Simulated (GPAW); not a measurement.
# Quasiparticle gap of Si2WN4 (MoSi2N4-type monolayer) in GPAW

Aim: the G0W0 gap of Si2WN4 (MoSi2N4-type monolayer) on LDA, step by step.

Method: LDA and many-body steps on it, plane waves, in GPAW 26.7.0.

Most raw output is cut from this account.

## 1. The starting structure

The cell holds 7 atoms: 1 W, 4 N and 2 Si. Cell: a = 2.978 Å, b = 2.978 Å, c = 18.000 Å, α = 90.0°, β = 90.0°, γ = 120.0°. Vacuum lies along c.

The start is a generated structure, not a measured one. Spin-orbit coupling is left out unless a step names it.

## 2. Relaxation

This step: GPAW 26.7.0; DFT, LDA, plane waves, PAW.

Gaps follow bond lengths, so the structure is brought to rest first.

Contents of run.py:

```python
import json
import numpy as np
from gpaw.mpi import world
from ase import Atoms
from ase.constraints import FixSymmetry
from ase.filters import FrechetCellFilter
from ase.optimize import BFGS
from gpaw import GPAW, PW, FermiDirac

atoms = Atoms(['W', 'N', 'N', 'Si', 'Si', 'N', 'N'],
    cell=[[2.9776314000, 0.0000000000, 0.0000000000],
      [-1.4888157000, 2.5787044355, 0.0000000000],
      [0.0000000000, 0.0000000000, 18.0000000000]],
    scaled_positions=[[0.0000000000, 0.0000000000, 0.5000000000],
      [0.3333333333, 0.6666666667, 0.5809205333],
      [0.3333333333, 0.6666666667, 0.4190794667],
      [0.3333333333, 0.6666666667, 0.6763316444],
      [0.3333333333, 0.6666666667, 0.3236683556],
      [0.6666666667, 0.3333333333, 0.6938998536],
      [0.6666666667, 0.3333333333, 0.3061001464]],
    pbc=(True, True, False))
atoms.set_constraint(FixSymmetry(atoms))
atoms.calc = GPAW(mode=PW(700),
    xc='LDA',
    kpts={'size': (9, 9, 1), 'gamma': True},
    occupations=FermiDirac(0.02),
    convergence={'density': 1e-5},
    txt='relax.txt')
steps = []
opt = BFGS(FrechetCellFilter(atoms, mask=[1, 1, 0, 0, 0, 1]), logfile='bfgs.log')
opt.attach(lambda: steps.append([atoms.get_potential_energy(), atoms.cell[:], atoms.positions.copy(), atoms.get_forces()]))
converged = opt.run(fmax=0.03, steps=50)
res = {'converged': bool(converged), 'steps': steps, 'cell': atoms.cell[:], 'frac': atoms.get_scaled_positions()}

if world.rank == 0:
    with open('result.json', 'w') as f:
        json.dump(res, f, default=lambda x: x.tolist())
```

Launch:

```sh
mpirun -n 4 gpaw python run.py
```

It took 1.9 min on 4 MPI ranks of Arm Neoverse V2, shared host; peak memory 1.2 GiB; 7.4 min of CPU time.

Step by step:

| step | energy less that of the first step (eV) | largest force (eV/Å) |
| --- | --- | --- |
| 1 | 0.0000 | 5.4656 |
| 2 | -0.9506 | 3.0068 |
| 3 | -1.7818 | 1.1796 |
| 4 | -1.8704 | 0.8918 |
| 5 | -2.0620 | 1.2361 |
| 6 | -2.0995 | 0.5935 |
| 7 | -2.1042 | 0.0526 |
| 8 | -2.1050 | 0.0496 |
| 9 | -2.1085 | 0.0595 |
| 10 | -2.1098 | 0.0345 |
| 11 | -2.1099 | 0.0042 |

The atoms that moved most (Å):

| atom | dx | dy | dz | length |
| --- | --- | --- | --- | --- |
| N2 | 0.000 | 0.000 | -0.223 | 0.223 |
| N3 | 0.000 | 0.000 | 0.223 | 0.223 |
| Si4 | 0.000 | 0.000 | -0.205 | 0.205 |
| Si5 | 0.000 | 0.000 | 0.205 | 0.205 |
| N6 | 0.000 | 0.000 | -0.018 | 0.018 |
| N7 | 0.000 | 0.000 | 0.018 | 0.018 |

## 3. Ground state

The ground-state density comes first.

Contents of run.py:

```python
import json
import numpy as np
from gpaw.mpi import world
from ase import Atoms
from gpaw import GPAW, PW, FermiDirac

atoms = Atoms(['W', 'N', 'N', 'Si', 'Si', 'N', 'N'],
    cell=[[2.8719033913, 0.0000000000, 0.0000000000],
      [-1.4359516957, 2.4871412941, 0.0000000000],
      [0.0000000000, 0.0000000000, 18.0000000000]],
    scaled_positions=[[0.0000000000, 0.0000000000, 0.5000000000],
      [0.3333333333, 0.6666666667, 0.5685497001],
      [0.3333333333, 0.6666666667, 0.4314502999],
      [0.3333333333, 0.6666666667, 0.6649630814],
      [0.3333333333, 0.6666666667, 0.3350369186],
      [0.6666666667, 0.3333333333, 0.6928838991],
      [0.6666666667, 0.3333333333, 0.3071161009]],
    pbc=(True, True, False))
calc = GPAW(mode=PW(600),
    xc='LDA',
    kpts={'size': (12, 12, 1), 'gamma': True},
    occupations=FermiDirac(0.001),
    nbands=-9,
    convergence={'density': 1e-6, 'bands': -3},
    maxiter=100,
    txt='gs.txt')
atoms.calc = calc
res = {'energy': atoms.get_potential_energy()}
kpts = calc.get_ibz_k_points()
res['kpts'] = kpts
res['eigenvalues'] = [calc.get_eigenvalues(kpt=k) for k in range(len(kpts))]
res['n_electrons'] = calc.get_number_of_electrons()
calc.write('gs.gpw')

if world.rank == 0:
    with open('result.json', 'w') as f:
        json.dump(res, f, default=lambda x: x.tolist())
```

Launch:

```sh
mpirun -n 4 gpaw python run.py
```

Elapsed: 19 s, on 4 MPI ranks; peak memory 0.88 GiB.

Numbers from this step:

```
total energy               : -68.5221 eV
gap                        : 2.071 eV
k of the valence top       : 0, 0, 0
k of the conduction bottom : 0.3333, 0.3333, 0
least direct gap           : 2.456 eV
```

The gap is indirect, with the least direct gap 0.38 eV higher.

## 4. Empty states on the mesh, 9×9×1 mesh, 218 bands

The sums over transitions need many empty states on a uniform mesh; this step solves for them.

Contents of run.py:

```python
import json
import numpy as np
from gpaw.mpi import world
from gpaw import GPAW

calc = GPAW('gs.gpw').fixed_density(kpts={'size': (9, 9, 1), 'gamma': True},
    nbands=254,
    convergence={'bands': 218},
    txt='nscf.txt')
calc.write('full.gpw', mode='all')
res = {}
kpts = calc.get_ibz_k_points()
res['kpts'] = kpts
res['eigenvalues'] = [calc.get_eigenvalues(kpt=k) for k in range(len(kpts))]
res['n_electrons'] = calc.get_number_of_electrons()

if world.rank == 0:
    with open('result.json', 'w') as f:
        json.dump(res, f, default=lambda x: x.tolist())
```

Launch:

```sh
mpirun -n 4 gpaw python run.py
```

Elapsed: 2.2 min, on 4 MPI ranks; peak memory 1.3 GiB; 8.7 min of CPU time.

This step gave:

| Quantity | Value |
| --- | --- |
| gap | 2.071 eV |
| k of the valence top | 0, 0, 0 |
| k of the conduction bottom | 0.3333, 0.3333, 0 |
| least direct gap | 2.456 eV |
| k points computed | 12 |
| lowest point of the top converged band, above the valence top | 69.6722 eV |

On this mesh the gap is 2.071 eV.

## 5. Screening and self-energy, 9×9×1 mesh, 97 bands, screening to 48 eV

G0W0 replaces the xc potential by the self-energy, built once from these orbitals. Only a window of levels is corrected, while the sums run over the empty bands that the input names.

This step: G0W0 on LDA, plane waves, PAW.

Contents of run.py:

```python
import json
import numpy as np
from gpaw.mpi import world
from gpaw.response.g0w0 import G0W0

gw = G0W0('full.gpw',
    filename='gw',
    kpts=[0, 6],
    bands=(19, 23),
    ecut=48,
    nbands=97,
    truncation='2D',
    integrate_gamma='sphere',
    q0_correction=True,
    frequencies={'type': 'nonlinear', 'domega0': 0.15, 'omega2': 15.0},
    eta=0.1,
    nblocksmax=True)
gw.calculate()
res = {mode: {k: v for k, v in r.items() if k != 'sigma_eskwn'}
       for mode, r in gw.all_results.items()}

if world.rank == 0:
    with open('result.json', 'w') as f:
        json.dump(res, f, default=lambda x: x.tolist())
```

Launch:

```sh
mpirun -n 4 gpaw python run.py
```

It took 2.8 min on 4 MPI ranks; peak memory 2.5 GiB; 11 min of CPU time.

Numbers from this step:

```yaml
g0w0_gap_on_the_points_computed: 3.222 eV
least_direct_g0w0_gap_on_the_computed_points: 3.534 eV
z_at_the_valence_top: 0.7936
z_at_the_conduction_bottom: 0.7927
starting_gap_on_the_mesh: 2.071 eV
k_of_the_valence_top: 0, 0, 0
k_of_the_conduction_bottom: 0.3333, 0.3333, 0
```

The gap on the mesh goes from 2.07 eV to 3.22 eV, a correction of +1.15 eV.

Limits: finite bands, cutoff and mesh; no spin-orbit coupling. v1 is the top filled band, c1 the lowest empty one. The levels before and after the correction (eV, zero at the valence-band top of each column):

|  | conduction bottom | valence top |
| --- | --- | --- |
| Kohn-Sham | 2.07 | 0.00 |
| G0W0 | 3.22 | 0.00 |

|  | level | energy (eV) |
| --- | --- | --- |
| Kohn-Sham | Γ v2 | -2.762 |
| Kohn-Sham | Γ v1 | 0.000 |
| Kohn-Sham | Γ c1-c2 | 2.991 |
| Kohn-Sham | (0.333 0.333 0) v2 | -2.617 |
| Kohn-Sham | (0.333 0.333 0) v1 | -0.385 |
| Kohn-Sham | (0.333 0.333 0) c1 | 2.071 |
| Kohn-Sham | (0.333 0.333 0) c2 | 4.842 |
| G0W0 | Γ v2 | -3.398 |
| G0W0 | Γ v1 | 0.000 |
| G0W0 | Γ c1-c2 | 4.291 |
| G0W0 | (0.333 0.333 0) v2 | -3.433 |
| G0W0 | (0.333 0.333 0) v1 | -0.313 |
| G0W0 | (0.333 0.333 0) c1 | 3.222 |
| G0W0 | (0.333 0.333 0) c2 | 6.090 |

## 6. Where the time went

Times are wall times on 4 MPI ranks of Arm Neoverse V2, shared host, good to a factor of about two.

| step | time | share | memory (GiB) |
| --- | --- | --- | --- |
| relaxation | 1.9 min | 26 % | 1.2 |
| ground state | 19 s | 4 % | 0.88 |
| empty states on the mesh | 2.2 min | 30 % | 1.3 |
| screening and self-energy | 2.8 min | 40 % | 2.5 |

## 7. Summary of results

```yaml
lda_gap: 2.07 eV, indirect
g0w0_gap_on_the_mesh: 3.22 eV
gw_settings: 9×9×1 mesh, 97 bands, screening to 48 eV, full frequency, Hilbert transform
known_limits: not at the basis limit; no spin-orbit coupling
```

In words: G0W0 moves the gap on the mesh from 2.07 eV to 3.22 eV (+1.15 eV), with Z of 0.79 and 0.79 at the edges. Only 2 of the mesh's irreducible points were corrected, so a valley elsewhere could overtake. Bands and cutoff are finite, so the gap is not at the basis limit. The miss can reach some tenths of an eV and take either sign; the mesh is an error of its own. These stock PAW sets were not made for GW; the filled d or f shell of W lies in the frozen core, which bears on start and correction. In the G0W0 run levels were corrected at 2 k points alone, so a gap called «on the mesh» is the least over those, and an edge elsewhere would be missed. The many-body steps are scalar-relativistic: spin-orbit coupling is not in them.

[Paths, hosts, dates, memory and timing lines, banners, echoed tables and standing remarks are left out of the program output.]

[Logs are printed without paths, hosts, clocks, repeated set-up lines and the standing remarks that a program may print on its own settings, such as how far it seeks lower states.]

[Runs of the session that timed out or met a known fault of the program may be left out.]

[Hosts, paths, dates, database ids (printed as entryN), source tags and the programs' standing remarks are cut or masked in the printed files.]
